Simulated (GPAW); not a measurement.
# F K-edge XANES of KCrF3 (I4/mcm), part 3 of 3

What does one-electron theory with a core hole give for the F K edge of KCrF3 (I4/mcm)?

GPAW 26.7.0; X-ray absorption from dipole matrix elements to empty bands, plane-wave PAW LDA+U.

So far. Step 5 (Spectrum with FCH, F atom 9): Main maxima below 24 eV (height): 1.0 eV (0.59), 3.0 eV (2.41), 4.9 eV (2.11), 8.2 eV (1.42) and 15.9 eV (1.23).  Step 5 (Spectrum with FCH, F atom 9): The hole costs E(hole) − E(ground) = 674.70 eV, and the lowest empty level of the hole cell on the spectrum's mesh lies at 5.60 eV, which puts the zero at 680.29 eV.

### 6. Spectrum with XCH, F atom 5

The holes are 5.9 Å apart. In GPAW the data set carries the hole's charge, so charge=0 means a charged cell and charge=-1 a neutral one. The excited electron is kept in the cell, where it fills the lowest empty states and screens the hole. After the field has converged, empty bands are computed with the density fixed and the dipole matrix elements are summed.

Changed against the first core-hole run: core hole to XCH, with the smearing that suits a partly filled band.

xas.py reads:

```python
import numpy as np
from ase import Atoms
from ase.parallel import parprint, paropen
from gpaw import GPAW, PW, FermiDirac, Mixer, MixerDif, setup_paths
from gpaw.test import gen
setup_paths.insert(0, '.')
gen('F', name='fch1s', xcname='LDA', corehole=(1, 0, 1), write_xml=True)
from gpaw.mpi import world
world.barrier()

atoms = Atoms('Cr2K2F6',
    cell=[[-3.02615, 3.02615, 4.01098],
     [3.02615, -3.02615, 4.01098],
     [3.02615, 3.02615, -4.01098]],
    scaled_positions=[[0, 0.5, 0.5],
     [0.5, 0, 0.5],
     [0.75, 0.75, 0],
     [0.25, 0.25, 0],
     [0.768, 0.732, 0.5],
     [0.268, 0.768, 0.036],
     [0.232, 0.268, 0.5],
     [0.732, 0.232, 0.964],
     [0.25, 0.75, 0.5],
     [0.75, 0.25, 0.5]],
    magmoms=[3.0, -3.0, 0.0, 0.0, 0.0, 0.0, 0.0, 0.0, 0.0, 0.0],
    pbc=True)
atoms.calc = calc = GPAW(legacy_gpaw=True, mode=PW(500, force_complex_dtype=True), xc='LDA', setups={'Cr': ':d,3.7', 4: 'fch1s'},
    kpts={'size': (3, 3, 3), 'gamma': True}, occupations=FermiDirac(0.04),
    charge=-1, mixer=MixerDif(0.05, 8, 50), maxiter=150,
    convergence={'density': 0.0001, 'eigenstates': 1e-6}, txt='scf.txt')
energy = atoms.get_potential_energy() + calc.get_reference_energy()
ef = calc.get_fermi_level()
out = dict(energy=energy, fermi=ef, forces=atoms.get_forces().tolist(), magmoms=atoms.get_magnetic_moments().tolist())
parprint(f'all-electron energy {energy:.4f} eV, Fermi level {ef:.4f} eV')
ev = np.array([[calc.get_eigenvalues(k, s) for k in range(len(calc.get_ibz_k_points()))] for s in range(calc.get_number_of_spins())])
out['homo'], out['lumo'], out['counts'] = ev[ev < ef].max(), ev[ev > ef].min(), sorted(set((ev < ef).sum((0, 2)).tolist()))
out['filled'] = (ev[:, 0] < ef).sum(1).tolist()

from ase.units import Ha
from gpaw.xas import dipole_matrix_elements
nb = int(calc.get_number_of_electrons() / 2) + 100
top, nb = nb, nb + 8 + nb // 12
nscf = calc.fixed_density(kpts={'size': (4, 4, 4), 'gamma': True}, nbands=nb,
    convergence={'bands': top, 'eigenstates': 5e-3}, maxiter=60, txt='nscf.txt')
cell = atoms.cell.array
ops = [cell.T @ U.T @ np.linalg.inv(cell.T) for U in nscf.wfs.kd.symmetry.op_scc]
filled = [36, 36]  # bands filled in the ground state, by spin
E = np.arange(-6, 34, 0.1)
fwhm = np.interp(E, [4, 25], [0.9, 3.5])
Y, X, zero, highest = 0, 0, 1e9, 1e9
for spin in range(nscf.get_number_of_spins()):
    wfs = nscf.wfs
    mine = wfs.bd.get_slice()  # this rank's bands
    A = dipole_matrix_elements(wfs.setups[4])
    eps = np.zeros((wfs.kd.nibzkpts, nb))
    d = np.zeros((3, A.shape[1], wfs.kd.nibzkpts, nb), complex)
    for kpt in wfs.kpt_u:
        if kpt.s == spin and 4 in kpt.P_ani:
            eps[kpt.k, mine] = kpt.eps_n * Ha
            d[:, :, kpt.k, mine] = (kpt.weight * wfs.nspins / 2) ** 0.5 * np.inner(A, kpt.P_ani[4])
    world.sum(eps)
    world.sum(d)
    T = np.einsum('amkn,bmkn->abkn', d, d.conj()).real
    T = sum(np.einsum('ai,ijkn,bj->abkn', R, T, R) for R in ops) / len(ops)
    empty = np.ones_like(eps, bool) & (np.arange(nb) >= filled[spin])
    zero, highest = min(zero, eps[empty].min()), min(highest, eps[:, top - 1].min())
    lines = [(eps, T, empty)] if spin == 0 else lines + [(eps, T, empty)]
for eps, T, empty in lines:
    f = np.einsum('aakn->akn', T).reshape(3, -1)
    x = eps.ravel() - zero
    w = np.interp(x, E, fwhm) / 2.35482
    g = np.exp(-0.5 * ((E[:, None] - x) / w) ** 2) / (w * (2 * np.pi) ** 0.5)
    Y = Y + (f * empty.ravel()) @ g.T
    X = X + (f * ~empty.ravel()) @ g.T
out.update(E=E.round(2).tolist(), xas=Y.tolist(), xes=X.tolist(), zero=zero, valid=highest - zero, nk=len(eps), nb=nb)
for i in range(0, len(E), 10):
    parprint(f'{E[i]:7.2f}', *(f'{v:10.3e}' for v in Y[:, i]))
import json
with paropen('out.json', 'w') as f:
    json.dump(out, f)
```

Run with:

```sh
> OMP_NUM_THREADS=1 mpirun -n 4 gpaw python xas.py
```

Numbers of over 12 decimals in the logs are rounded to 6 here.

The program printed:

```text
Input parameters:
  charge: -1
  convergence: {density: 0.0001,
                eigenstates: 1e-06}
  kpts: {gamma: True,
         size: (3, 3, 3)}
  maxiter: 150
  mixer: {backend: pulay,
          beta: 0.05,
          method: difference,
          nmaxold: 8,
          weight: 50}
  mode: {ecut: 500.0,
         force_complex_dtype: True,
         name: pw}
  occupations: {fixmagmom: False,
                name: fermi-dirac,
                width: 0.04}
  setups: {4: fch1s,
           Cr: :d,3.7}

Initialize ...

[... PAW data sets ...]

Reference energy: -105225.138554  # eV
[...]
[... 130 further cycles ...]
[...]
iter: 149   -84.985806   -4.37  -3.11    +0.8717
iter: 150   -84.616631   -4.46  -2.79    +0.9132

Did not converge!

Here are some tips:

1) Make sure the geometry and spin-state is physically sound.
2) Use less aggressive density mixing.
3) Solve the eigenvalue problem more accurately at each scf-step.
4) Use a smoother distribution function for the occupation numbers.
5) Try adding more empty states.
6) Use enough k-points.
7) Don't let your structure optimization algorithm take too large steps.
8) Solve the Poisson equation more accurately.
9) Better initial guess for the wave functions.

See details here:

Errorcode: 42
```

Wall time 2.9 min (4 MPI ranks of Intel Xeon Platinum 8488C (Sapphire Rapids), shared host); peak memory 0.21 GiB.

No converged result was reached; the numbers in the log don't describe the system.

The iterations didn't settle within their limit, so this step gives no result.

### 7. Spectrum with HCH, F atom 5

The holes are 5.9 Å apart. The data set carries half a charge, which charge=0 leaves uncompensated but for the background. Half a hole is Slater's transition state, a compromise that weakens the attraction. After the field has converged, empty bands are computed with the density fixed and the dipole matrix elements are summed.

Changed against the first core-hole run: core hole from full to half.

Edit xas.py of step 6 so:

```diff
@@ -6,3 +6,3 @@
 setup_paths.insert(0, '.')
-gen('F', name='fch1s', xcname='LDA', corehole=(1, 0, 1), write_xml=True)
+gen('F', name='hch1s', xcname='LDA', corehole=(1, 0, 0.5), write_xml=True)
 from gpaw.mpi import world
@@ -26,5 +26,5 @@
     pbc=True)
-atoms.calc = calc = GPAW(legacy_gpaw=True, mode=PW(500, force_complex_dtype=True), xc='LDA', setups={'Cr': ':d,3.7', 4: 'fch1s'},
-    kpts={'size': (3, 3, 3), 'gamma': True}, occupations=FermiDirac(0.04),
-    charge=-1, mixer=MixerDif(0.05, 8, 50), maxiter=150,
+atoms.calc = calc = GPAW(legacy_gpaw=True, mode=PW(500, force_complex_dtype=True), xc='LDA', setups={'Cr': ':d,3.7', 4: 'hch1s'},
+    kpts={'size': (3, 3, 3), 'gamma': True}, occupations=FermiDirac(0.02),
+    charge=0, mixer=MixerDif(0.05, 8, 50), maxiter=150,
     convergence={'density': 0.0001, 'eigenstates': 1e-6}, txt='scf.txt')
```

The program printed:

```text
Input parameters:
  convergence: {density: 0.0001,
                eigenstates: 1e-06}
  kpts: {gamma: True,
         size: (3, 3, 3)}
  maxiter: 150
  mixer: {backend: pulay,
          beta: 0.05,
          method: difference,
          nmaxold: 8,
          weight: 50}
  mode: {ecut: 500.0,
         force_complex_dtype: True,
         name: pw}
  occupations: {fixmagmom: False,
                name: fermi-dirac,
[...]
2s:      -1.456448    -1.458345
2p:      -0.778910    -0.781392
*d:                    0.001853
*f:                    0.033773
-------------------------------
all-electron energy -105658.8150 eV, Fermi level 4.1216 eV
  -6.00  2.196e-62  2.196e-62  2.627e-72
  -5.00  4.970e-46  4.970e-46  5.019e-54
  -4.00  1.199e-32  1.199e-32  1.095e-38
  -3.00  3.084e-22  3.084e-22  2.605e-26
[...]
32.00  7.737e-05  7.738e-05  7.708e-05
  33.00  7.666e-05  7.666e-05  6.784e-05
[key lines of the parts left out:]
Converged after 32 iterations.
Dipole moment: (-0.018142, 0.018142, 0.524194) |e|*Ang
Free energy:    -70.789745
Fermi level: 4.12162
```

It took 1.9 min on 4 MPI ranks; peak memory 0.54 GiB.

| E (eV) | first run | this run |
| --- | --- | --- |
| -2.0 | 0.00 | 0.00 |
| -1.0 | 0.00 | 0.00 |
| 0.0 | 0.03 | 0.02 |
| 1.0 | 0.39 | 0.39 |
| 2.0 | 0.60 | 0.54 |
| 3.0 | 2.43 | 2.09 |
| 4.0 | 1.82 | 1.75 |
| 5.0 | 1.90 | 1.92 |
| 6.0 | 1.33 | 1.51 |
| 7.0 | 1.05 | 1.04 |
| 8.0 | 1.20 | 1.37 |
| 9.0 | 1.14 | 1.37 |
| 10.0 | 0.82 | 0.97 |
| 11.0 | 0.54 | 0.60 |
| 12.0 | 0.36 | 0.41 |
| 13.0 | 0.38 | 0.40 |
| 14.0 | 0.59 | 0.55 |
| 15.0 | 0.93 | 0.86 |
| 16.0 | 1.23 | 1.13 |
| 17.0 | 1.29 | 1.18 |
| 18.0 | 1.02 | 0.96 |
| 19.0 | 0.71 | 0.68 |
| 20.0 | 0.61 | 0.57 |
| 21.0 | 0.71 | 0.65 |
| 22.0 | 0.90 | 0.79 |
| 23.0 | 1.07 | 0.90 |
| 24.0 | 1.19 | 0.99 |
| 25.0 | 1.25 | 1.06 |
| 26.0 | 1.23 | 1.09 |
| 27.0 | 1.18 | 1.09 |
| 28.0 | 1.18 | 1.12 |
| 29.0 | 1.21 | 1.16 |
| 30.0 | 1.20 | 1.15 |

The scaled spectrum changes by 11 % r.m.s. The highest intensity below 16 eV goes from 3.1 eV (2.45) to 3.1 eV (2.11).

### 8. Site by site

| atom | surroundings | onset shift (eV) | energy of the highest intensity below 16 eV |
| --- | --- | --- | --- |
| 5 | 1 Cr at 1.99 Å and 1 Cr at 2.29 Å (linear, site symmetry m2m) | +0.00 | 3.1 |
| 9 | 2 Cr at 2.01 Å (linear, site symmetry -42m) | +0.43 | 3.0 |

On one energy scale, from the first site's zero:

```
E (eV)  atom 5  atom 9
  -2.0    0.00    0.00
  -1.0    0.00    0.00
   0.0    0.03    0.00
   1.0    0.39    0.36
   2.0    0.60    0.42
   3.0    2.43    1.75
   4.0    1.82    1.60
   5.0    1.90    1.87
   6.0    1.33    1.59
   7.0    1.05    1.05
   8.0    1.20    1.25
   9.0    1.14    1.35
  10.0    0.82    0.93
  11.0    0.54    0.65
  12.0    0.36    0.44
  13.0    0.38    0.42
  14.0    0.59    0.64
  15.0    0.93    1.01
  16.0    1.23    1.22
  17.0    1.29    1.17
  18.0    1.02    0.95
  19.0    0.71    0.68
  20.0    0.61    0.54
  21.0    0.71    0.57
  22.0    0.90    0.72
  23.0    1.07    0.93
  24.0    1.19    1.12
  25.0    1.25    1.24
  26.0    1.23    1.24
  27.0    1.18    1.16
  28.0    1.18    1.09
  29.0    1.21    1.09
  30.0    1.20    1.12
  31.0    1.13    1.13
```

### 9. Results

| Property | Result |
| --- | --- |
| absorber and edge | F K, atom 5 of the ground-state input (counted from 1) |
| surroundings | 1 Cr at 1.99 Å and 1 Cr at 2.29 Å (linear, site symmetry m2m) |
| highest intensity below 16 eV | 3.1 eV above the zero, height 2.45 |
| photon energy of the zero (spin-polarised hole, raw) | 679.9 eV (LDA puts this hole about 5 eV below PBE, itself good to a few eV) |

**Reading.** The F K edge of atom 5, with 1 Cr at 1.99 Å and 1 Cr at 2.29 Å (linear, site symmetry m2m), has its highest intensity of the first 16 eV at 3.1 eV above the zero, near 683 eV in photon energy (LDA puts this hole about 5 eV below PBE, itself good to a few eV), 2.4 times the mean level of the first 20 eV (Gaussian full width 0.9 eV up to 4 eV, rising linearly to 3.5 eV at 25 eV). The F K spectra of the 2 sites differ in shape by up to 14 % r.m.s. after the best shift, and their zeros spread over 0.43 eV. Changing the core hole from full to half alters the shape by 11 % r.m.s., a modest effect on the whole. At the F K edge of atom 5 polarisation matters most near 3.3 eV, where the curves differ by 0.8 on this scale. The hole lies in one spin channel, while the script sums the empty states of both and takes the lower zero; where the two channels are split, this blurs and shifts the curve. The spins start antiferromagnetically in a simple order, which needn't be the measured one; gap and edge can depend on it. The holes are only 5.9 Å apart, so the shape is probably not converged with cell size; no larger cell was run here. The mesh is coarse (0.37 Å⁻¹ between points), so small maxima may be mesh ripples. The structure is a published determination, not relaxed.

[Banner, clock and machine lines of the logs are left out without a mark of their own.]

[Logs are printed without paths, hosts, clocks, repeated set-up lines and the standing remarks that a program may print on its own settings, such as how far it seeks lower states.]

[Hosts, paths, dates, database ids (printed as entryN), source tags and the programs' standing remarks are cut or masked in the printed files.]

[Lists of maxima count a maximum above −3 eV only where it reaches 4 % of the highest in the window and stands out from its surroundings by 2 % of it (1.5 % where it reaches 55 %); shoulders and weaker maxima are passed over, and of the rest the first, up to two pre-edge ones and the few strongest are named.]
